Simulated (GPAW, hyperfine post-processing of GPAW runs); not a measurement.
# Reading the 25Mg spectrum of K2MgFe2O4

Calculated values: DFT, revPBE+U, plane-wave PAW, GPAW setups, collinear spin, scalar-relativistic (GPAW), contact and point-dipole shifts scaled to 320 K with Θ = 0 K (a pure Curie law); spin-only moments, above the ordering temperature.

```
Fe K Mg O
1.0
     3.34157    0.00000    0.00000
     1.53564    5.66970    0.00000
     1.61658    1.01789    7.37410
Fe K Mg O
2 2 1 4
Direct
  0.98592 0.90799 0.17943
  0.02640 0.12853 0.82138
  0.81636 0.71571 0.62103
  0.16641 0.29695 0.37900
  0.68846 0.58428 0.04012
  0.81988 0.23843 0.08614
  0.56709 0.19135 0.67669
  0.49481 0.72151 0.28732
  0.16466 0.74180 0.93233
```

25Mg MAS at 9.4 T (24.5 MHz), 40 kHz, 320 K; contact and dipolar shift alone, no orbital or quadrupolar part; lines under 1.5 % of the strongest are left out. Lines of the NMR spectrum (strongest = 100):

```tsv
position (ppm)	intensity
458.2	2.4
2089.7	19
3721.1	100
5352.6	16
6984.0	4.0
```

**Question.** Which lines are isotropic ones rather than spinning sidebands, and which Mg atoms give them?

Sidebands are spaced by 1631 ppm (the spinning rate over the resonance of 24.5 MHz). An isotropic line need not be the tallest: it is the area-weighted centre of its own family of sidebands, and the one that stays put when the rate is changed. Isotropic shifts: 3721 ppm for atom 5 (6 Fe through links of 82 to 84° (4), 104° (1), 119 to 122° (2) and 167° (1)), reduced anisotropy 2345 ppm.

[Logs are printed without paths, hosts, clocks, repeated set-up lines and the standing remarks that a program may print on its own settings, such as how far it seeks lower states.]

[Hosts, paths, dates, database ids (printed as entryN), source tags and the programs' standing remarks are cut or masked in the printed files.]
